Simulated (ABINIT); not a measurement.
**KMgH3 (Pm-3m): G0W0 in ABINIT against the plane-wave cutoff**

Aim: move the plane-wave cutoff of a G0W0 run on KMgH3 (Pm-3m) over a wide range.

Method: LDA and many-body steps on it, plane waves, in ABINIT 10.8.3.

## Step 1: The structure

Symmetry: Pm-3m, No. 221, cubic system. Conventional cell: a = 4.025 Å, b = 4.025 Å, c = 4.025 Å, α = 90.00°, β = 90.00°, γ = 90.00°. K has 12 H at 2.85 Å nearest. Nearest to Mg lie 6 H at 2.01 Å. Nearest to H lie 2 Mg at 2.01 Å and 8 H at 2.85 Å and 4 K at 2.85 Å. Farther neighbours are not listed.

The cell and positions come from the Crystallography Open Database and are kept as given unless a step says otherwise.

## Step 2: Empty states on the mesh, 2×2×2 mesh, 126 bands

This step: ABINIT 10.8.3; DFT, LDA, plane waves, norm-conserving pseudopotentials.

The sums over transitions need many empty states on a uniform mesh; this step solves for them.

The input, run.abi:

```
acell 3*1.0 Angstrom
rprim 
  4.025000000000 0.000000000000 0.000000000000
  0.000000000000 4.025000000000 0.000000000000
  0.000000000000 0.000000000000 4.025000000000
ntypat 3
znucl 19 12 1
natom 5
typat 1 2 3 3 3
xred 
  0.000000000000 0.000000000000 0.000000000000
  0.500000000000 0.500000000000 0.500000000000
  0.000000000000 0.500000000000 0.500000000000
  0.500000000000 0.000000000000 0.500000000000
  0.500000000000 0.500000000000 0.000000000000
pp_dirpath "pseudos"
pseudos "K.upf, Mg.upf, H.upf"
ecut 38
ngkpt 2 2 2
nshiftk 1
shiftk 0 0 0
kptopt 1
chksymbreak 0
iscf -2
irdden 1
istwfk *1
nband 126
nbdbuf 10
tolwfr 1e-09
nstep 60
prtvol 0
indata_prefix "in"
outdata_prefix "out"
tmpdata_prefix "tmp"
```

On the command line:

```console
> OMP_NUM_THREADS=1 mpirun -n 4 abinit run.abi > log
```

Numbers of over 12 decimals in the logs are rounded to 6 here.

Output:

```text
.Version 10.8.3 of ABINIT. v10.8.2 released Aug 2026.

 Symmetries : space group Pm -3 m (#221); Bravais cP (primitive cubic)
[... echo of the input left out ...]
== DATASET  1 ==================================================================
-   mpi_nproc: 4, omp_nthreads: 1 (-1 if OMP is not activated)

--- !DatasetInfo
iteration_state: {dtset: 1, }
dimensions: {natom: 5, nkpt: 4, mband: 126, nsppol: 1, nspinor: 1, nspden: 1, mpw: 4950, }
cutoff_energies: {ecut:  38.0, pawecutdg:  -1.0, }
[...]
2.64519    2.64519    2.67729    2.67729    2.71196    2.71196    2.71196    2.75776
   2.75776    2.75776    2.77217    2.79156    2.79156    2.87155    2.87156    2.87156
   2.90677    2.90679    2.90702    2.91785    2.94454    2.94626
 prteigrs : prtvol=0 or 1, do not print more k-points.

== END DATASET(S) ==============================================================
================================================================================

 -outvars: echo values of variables after computation  --------
            nband         126
             nkpt           4
          spgroup         221
 [... the other variables as echoed above ...]

 Calculation completed.
```

The job ended after 24 s (4 MPI ranks of Arm Neoverse V1, shared host; peak memory 0.33 GiB).

Numbers from this step:

```
gap                                                           : 2.048 eV
k of the valence top                                          : 0.5, 0, 0
k of the conduction bottom                                    : 0.5, 0.5, 0.5
least direct gap                                              : 4.216 eV
k points computed                                             : 4
lowest point of the top converged band, above the valence top : 70.7572 eV
```

On this mesh the gap is 2.048 eV.

The density comes from a self-consistent run that is not shown.

## Step 3: Empty states on the mesh, 2×2×2 mesh, 41 bands

run.abi, as its differences from that of step 2:

```diff
@@ -17,3 +17,3 @@
 pseudos "K.upf, Mg.upf, H.upf"
-ecut 38
+ecut 23
 ngkpt 2 2 2
@@ -26,4 +26,4 @@
 istwfk *1
-nband 126
-nbdbuf 10
+nband 41
+nbdbuf 4
 tolwfr 1e-09
```

Output:

```text
.Version 10.8.3 of ABINIT. v10.8.2 released Aug 2026.

 Symmetries : space group Pm -3 m (#221); Bravais cP (primitive cubic)
[... echo of the input left out ...]
== DATASET  1 ==================================================================
-   mpi_nproc: 4, omp_nthreads: 1 (-1 if OMP is not activated)

--- !DatasetInfo
iteration_state: {dtset: 1, }
dimensions: {natom: 5, nkpt: 4, mband: 41, nsppol: 1, nspinor: 1, nspden: 1, mpw: 2360, }
cutoff_energies: {ecut:  23.0, pawecutdg:  -1.0, }
[...]
0.66566    0.66566    0.66566    0.67149    0.67149    0.67149    0.77008    0.77008
   0.89029    1.02700    1.02700    1.02700    1.10362    1.10362    1.10362    1.11560
   1.11560
 prteigrs : prtvol=0 or 1, do not print more k-points.

== END DATASET(S) ==============================================================
================================================================================

 -outvars: echo values of variables after computation  --------
            nband          41
             nkpt           4
          spgroup         221
 [... the other variables as echoed above ...]

 Calculation completed.
```

It took 4 s on 4 MPI ranks; peak memory 0.24 GiB.

Numbers from this step:

* gap: 1.896 eV
* k of the valence top: 0.5, 0, 0
* k of the conduction bottom: 0.5, 0.5, 0.5
* least direct gap: 4.026 eV
* k points computed: 4
* lowest point of the top converged band, above the valence top: 25.09 eV

On this mesh the gap is 1.896 eV.

## Step 4: Empty states on the mesh, 2×2×2 mesh, 41 bands

run.abi, as its differences from that of step 3:

```diff
@@ -17,3 +17,3 @@
 pseudos "K.upf, Mg.upf, H.upf"
-ecut 23
+ecut 30
 ngkpt 2 2 2
```

Output:

```text
.Version 10.8.3 of ABINIT. v10.8.2 released Aug 2026.

 Symmetries : space group Pm -3 m (#221); Bravais cP (primitive cubic)
[... echo of the input left out ...]
== DATASET  1 ==================================================================
-   mpi_nproc: 4, omp_nthreads: 1 (-1 if OMP is not activated)

--- !DatasetInfo
iteration_state: {dtset: 1, }
dimensions: {natom: 5, nkpt: 4, mband: 41, nsppol: 1, nspinor: 1, nspden: 1, mpw: 3468, }
cutoff_energies: {ecut:  30.0, pawecutdg:  -1.0, }
[...]
0.66448    0.66448    0.66448    0.66604    0.66604    0.66604    0.76473    0.76473
   0.88990    1.02556    1.02556    1.02556    1.09833    1.09833    1.09833    1.11657
   1.11657
 prteigrs : prtvol=0 or 1, do not print more k-points.

== END DATASET(S) ==============================================================
================================================================================

 -outvars: echo values of variables after computation  --------
            nband          41
             nkpt           4
          spgroup         221
 [... the other variables as echoed above ...]

 Calculation completed.
```

Elapsed: 4.8 s, on 4 MPI ranks; peak memory 0.25 GiB; 19 s of CPU time.

This step gave:

* gap: 2.029 eV
* k of the valence top: 0.5, 0, 0
* k of the conduction bottom: 0.5, 0.5, 0.5
* least direct gap: 4.190 eV
* k points computed: 4
* lowest point of the top converged band, above the valence top: 24.81 eV

On this mesh the gap is 2.029 eV.

## Step 5: Empty states on the mesh, 2×2×2 mesh, 41 bands

run.abi, as its differences from that of step 4:

```diff
@@ -17,3 +17,3 @@
 pseudos "K.upf, Mg.upf, H.upf"
-ecut 30
+ecut 48
 ngkpt 2 2 2
```

Output:

```text
.Version 10.8.3 of ABINIT. v10.8.2 released Aug 2026.

 Symmetries : space group Pm -3 m (#221); Bravais cP (primitive cubic)
[... echo of the input left out ...]
== DATASET  1 ==================================================================
-   mpi_nproc: 4, omp_nthreads: 1 (-1 if OMP is not activated)

--- !DatasetInfo
iteration_state: {dtset: 1, }
dimensions: {natom: 5, nkpt: 4, mband: 41, nsppol: 1, nspinor: 1, nspden: 1, mpw: 7000, }
cutoff_energies: {ecut:  48.0, pawecutdg:  -1.0, }
[...]
0.66440    0.66440    0.66440    0.66470    0.66470    0.66470    0.76433    0.76433
   0.88985    1.02525    1.02525    1.02525    1.09782    1.09782    1.09782    1.11669
   1.11669
 prteigrs : prtvol=0 or 1, do not print more k-points.

== END DATASET(S) ==============================================================
================================================================================

 -outvars: echo values of variables after computation  --------
            nband          41
             nkpt           4
          spgroup         221
 [... the other variables as echoed above ...]

 Calculation completed.
```

Elapsed: 7.2 s, on 4 MPI ranks; peak memory 0.3 GiB.

Numbers from this step:

| Item | Value |
| --- | --- |
| gap | 2.049 eV |
| k of the valence top | 0.5, 0, 0 |
| k of the conduction bottom | 0.5, 0.5, 0.5 |
| least direct gap | 4.217 eV |
| k points computed | 4 |
| lowest point of the top converged band, above the valence top | 24.76 eV |

On this mesh the gap is 2.049 eV.

## Step 6: Screening, 2×2×2 mesh, 37 bands, screening to 106.1 eV

The RPA dielectric matrix is built and inverted for each q.

This step: RPA screening on LDA, plane waves, norm-conserving pseudopotentials.

run.abi, as its differences from that of step 5:

```diff
@@ -17,3 +17,3 @@
 pseudos "K.upf, Mg.upf, H.upf"
-ecut 48
+ecut 23
 ngkpt 2 2 2
@@ -23,10 +23,11 @@
 chksymbreak 0
-iscf -2
-irdden 1
 istwfk *1
-nband 41
-nbdbuf 4
-tolwfr 1e-09
-nstep 60
-prtvol 0
+occopt 1
+irdwfk 1
+optdriver 3
+nband 37
+ecuteps 3.9
+inclvkb 2
+awtr 1
+symchi 1
 indata_prefix "in"
```

Output:

```text
.Version 10.8.3 of ABINIT. v10.8.2 released Aug 2026.

 Symmetries : space group Pm -3 m (#221); Bravais cP (primitive cubic)
[... echo of the input left out ...]
== DATASET  1 ==================================================================
-   mpi_nproc: 4, omp_nthreads: 1 (-1 if OMP is not activated)

--- !DatasetInfo
iteration_state: {dtset: 1, }
dimensions: {natom: 5, nkpt: 4, mband: 37, nsppol: 1, nspinor: 1, nspden: 1, mpw: 2360, }
cutoff_energies: {ecut:  23.0, pawecutdg:  -1.0, }
electrons: {nelect:   2.20000000E+01, charge:   0.00000000E+00, occopt:   1.00000000E+00, tsmear:   1.00000000E-02, }

 SCREENING: Calculation of the susceptibility and dielectric matrices

 Based on a program developped by R.W. Godby, V. Olevano, G. Onida, and L. Reining.
 Incorporated in ABINIT by V. Olevano, G.-M. Rignanese, and M. Torrent.
.Using double precision arithmetic ; gwpc =  8

[... cell and pseudopotentials left out ...]
--------------------------------------------------------------------------------

 ==== K-mesh for the wavefunctions ====
 Number of points in the irreducible wedge :     4
[... list of points left out ...]
 Together with 48 symmetry operations and time-reversal symmetry
 yields     8 points in the full Brillouin Zone.

 ==== Q-mesh for the screening function ====
 Number of points in the irreducible wedge :     4
[... list of points left out ...]
 Together with 48 symmetry operations and time-reversal symmetry
 yields     8 points in the full Brillouin Zone.

 setmesh: FFT mesh size selected  =    24x   24x   24
          total number of points  =        13824

 vcoul_init : cutoff-mode = AUXILIARY_FUNCTION
 q-points for optical limit:   1
     1)      0.000010    0.000020    0.000030

- screening: taking advantage of time-reversal symmetry
- Maximum band index for partially occupied states nbvw = 11
- Remaining bands to be divided among processors   nbcw = 26
- Number of bands treated by each node ~6

 Number of electrons calculated from density =   22.0000; Expected =   22.0000
 average of density, n =  0.049995
 r_s =    1.6839
 omega_plasma =   21.5685 [eV]

 calculating chi0 at frequencies [eV] :
  1    0.000000E+00    0.000000E+00
  2    0.000000E+00    2.156849E+01

--------------------------------------------------------------------------------
  q-point number  1        q = ( 0.000000, 0.000000, 0.000000) [r.l.u.]
--------------------------------------------------------------------------------
[... chi0 elements left out ...]
 For q-point:  0.000010 0.000020 0.000030
  dielectric constant =   4.4044
  dielectric constant without local fields =   4.9536

  Average fulfillment of the sum rule on Im[epsilon] for q-point    1 :     35.10  [%]
[... wings left out ...]
  q-point number  2        q = ( 0.500000, 0.000000, 0.000000) [r.l.u.]
--------------------------------------------------------------------------------
[... chi0 elements left out ...]
  Average fulfillment of the sum rule on Im[epsilon] for q-point    2 :     44.45  [%]

 [... 2 further q-points ...]
```

Run time: 3.2 s. Hardware: 4 MPI ranks; peak memory 0.4 GiB.

This step gave:

| Item | Value |
| --- | --- |
| ε∞ with local fields, on this mesh, along the program's q direction | 4.404 |
| the same without local fields | 4.954 |
| plasma frequency | 21.57 eV |
| plane waves in the screening matrix | 171 |

Local fields lower ε∞ by 11 %. On a Γ-centred mesh this coarse the value itself is usually too large, while a short band sum pulls it down.

## Step 7: 23 Ha

This step: G0W0 on LDA, plane waves, norm-conserving pseudopotentials.

run.abi, as its differences from that of step 6:

```diff
@@ -26,8 +26,19 @@
 irdwfk 1
-optdriver 3
+optdriver 4
 nband 37
+gwcalctyp 0
+ecutsigx 23
+symsigma 1
+nkptgw 3
+kptgw 
+  0.5000000000 0.0000000000 0.0000000000
+  0.5000000000 0.5000000000 0.5000000000
+  0.0000000000 0.0000000000 0.0000000000
+bdgw 
+  10 13
+  9 15
+  10 14
 ecuteps 3.9
-inclvkb 2
-awtr 1
-symchi 1
+irdscr 1
+ppmodel 1
 indata_prefix "in"
```

Output:

```text
.Version 10.8.3 of ABINIT. v10.8.2 released Aug 2026.

 Symmetries : space group Pm -3 m (#221); Bravais cP (primitive cubic)
[... echo of the input left out ...]
== DATASET  1 ==================================================================
-   mpi_nproc: 4, omp_nthreads: 1 (-1 if OMP is not activated)

--- !DatasetInfo
iteration_state: {dtset: 1, }
dimensions: {natom: 5, nkpt: 4, mband: 37, nsppol: 1, nspinor: 1, nspden: 1, mpw: 2360, }
cutoff_energies: {ecut:  23.0, pawecutdg:  -1.0, }
electrons: {nelect:   2.20000000E+01, charge:   0.00000000E+00, occopt:   1.00000000E+00, tsmear:   1.00000000E-02, }

 SIGMA: Calculation of the GW corrections

 Based on a program developped by R.W. Godby, V. Olevano, G. Onida, and L. Reining.
 Incorporated in ABINIT by V. Olevano, G.-M. Rignanese, and M. Torrent.
.Using double precision arithmetic ; gwpc =  8

[... cell and pseudopotentials left out ...]
--------------------------------------------------------------------------------

 ==== K-mesh for the wavefunctions ====
 Number of points in the irreducible wedge :     4
[... list of points left out ...]
 Together with 48 symmetry operations and time-reversal symmetry
 yields     8 points in the full Brillouin Zone.

 ==== Q-mesh for screening function ====
 Number of points in the irreducible wedge :     4
[... list of points left out ...]
 Together with 48 symmetry operations and time-reversal symmetry
 yields     8 points in the full Brillouin Zone.

 vcoul_init : cutoff-mode = AUXILIARY_FUNCTION
 q-points for optical limit:   1
     1)      0.000010    0.000020    0.000030
 setmesh: FFT mesh size selected  =    36x   36x   36
          total number of points  =        46656

 Number of electrons calculated from density =   22.0000; Expected =   22.0000
 average of density, n =  0.049995
 r_s =    1.6839
 omega_plasma =   21.5685 [eV]

 === KS Band Gaps ===
  >>>> For spin  1
   Minimum direct gap =   4.0257 [eV], located at k-point      :   0.5000  0.5000  0.5000
   Fundamental gap    =   1.8957 [eV], Top of valence bands at :   0.5000  0.0000  0.0000
                                       Bottom of conduction at :   0.5000  0.5000  0.5000
 SIGMA fundamental parameters:
 PLASMON POLE MODEL  1
 number of plane-waves for SigmaX                 2325
 number of plane-waves for SigmaC and W            171
 number of plane-waves for wavefunctions          2325
 number of bands                                    37
 number of independent spin polarizations            1
 number of spinorial components                      1
 number of k-points in IBZ                           4
 number of q-points in IBZ                           4
 number of symmetry operations                      48
 number of k-points in BZ                            8
 number of q-points in BZ                            8
 number of frequencies for dSigma/dE                 9
 frequency step for dSigma/dE [eV]                0.25
 number of omega for Sigma on real axis              0
 max omega for Sigma on real axis  [eV]           0.00
 zcut for avoiding poles [eV]                     0.10

 EPSILON^-1 parameters (SCR file):
 dimension of the eps^-1 matrix on file            171
 dimension of the eps^-1 matrix used               171
 number of plane-waves for wavefunctions          2325
 number of bands                                    37
 number of q-points in IBZ                           4
 number of frequencies                               2
 number of real frequencies                          1
 number of imag frequencies                          1

 matrix elements of self-energy operator (all in [eV])

 Perturbative Calculation

--- !SelfEnergy_ee
iteration_state: {dtset: 1, }
kpoint     : [   0.500,    0.000,    0.000, ]
spin       : 1
KS_gap     :    5.137
QP_gap     :    7.555
Delta_QP_KS:    2.418
data: !SigmaeeData |
     Band     E0 <VxcDFT>   SigX SigC(E0)      Z dSigC/dE  Sig(E)    E-E0       E
       10  -0.973 -10.041 -13.633   2.668   0.777  -0.287 -10.759  -0.718  -1.691
       11   1.882 -11.055 -14.308   2.463   0.787  -0.270 -11.677  -0.622   1.260
       12   7.019  -9.547  -4.149  -3.208   0.820  -0.220  -7.751   1.796   8.815
       13   7.019  -9.547  -4.149  -3.208   0.820  -0.220  -7.751   1.796   8.815

--- !SelfEnergy_ee
iteration_state: {dtset: 1, }
kpoint     : [   0.500,    0.500,    0.500, ]
spin       : 1
KS_gap     :    4.026
QP_gap     :    6.253
Delta_QP_KS:    2.227
data: !SigmaeeData |
     Band     E0 <VxcDFT>   SigX SigC(E0)      Z dSigC/dE  Sig(E)    E-E0       E
        9  -0.248 -10.488 -14.128   2.696   0.779  -0.284 -11.223  -0.735  -0.983
       10  -0.248 -10.488 -14.128   2.696   0.779  -0.284 -11.223  -0.735  -0.983
[...]
--- !SelfEnergy_ee
iteration_state: {dtset: 1, }
kpoint     : [   0.000,    0.000,    0.000, ]
spin       : 1
KS_gap     :    6.088
QP_gap     :    8.201
Delta_QP_KS:    2.113
data: !SigmaeeData |
     Band     E0 <VxcDFT>   SigX SigC(E0)      Z dSigC/dE  Sig(E)    E-E0       E
[...]
12   7.478  -9.213  -4.059  -3.299   0.816  -0.225  -7.700   1.513   8.991
       13   7.478  -9.213  -4.059  -3.299   0.816  -0.225  -7.700   1.513   8.991
       14   7.478  -9.213  -4.059  -3.299   0.816  -0.225  -7.700   1.513   8.991

== END DATASET(S) ==============================================================
================================================================================

 -outvars: echo values of variables after computation  --------
           etotal      0.0000000000E+00
            nband          37
             nkpt           4
          spgroup         221
 [... the other variables as echoed above ...]

 Calculation completed.
```

Wall time 3.8 s (4 MPI ranks); peak memory 0.43 GiB.

Numbers from this step:

| Quantity | Value |
| --- | --- |
| G0W0 gap on the points computed | 4.01 eV |
| starting gap on the mesh | 1.896 eV |
| k of the valence top | 0.5, 0, 0 |
| k of the conduction bottom | 0.5, 0.5, 0.5 |
| Z at the valence top | 0.787 |
| Z at the conduction bottom | 0.821 |
| least direct G0W0 gap on the computed points | 6.253 eV |

[end of part 1 of 2]

[Paths, hosts, dates, memory and timing lines, banners, echoed tables and standing remarks are left out of the program output.]

[Logs are printed without paths, hosts, clocks, repeated set-up lines and the standing remarks that a program may print on its own settings, such as how far it seeks lower states.]

[Runs of the session that timed out or met a known fault of the program may be left out.]

[Hosts, paths, dates, database ids (printed as entryN), source tags and the programs' standing remarks are cut or masked in the printed files.]

[G0W0 gaps are taken among the corrected bands and points alone; a level outside them can change the order at an edge.]

[Where Ansatz stands beside ABINIT at settings called matched, ABINIT's density can come from a denser mesh and the files from another edition; pairs whose starting gaps differed by over 0.03 eV were left out, so agreement reads better than it is.]
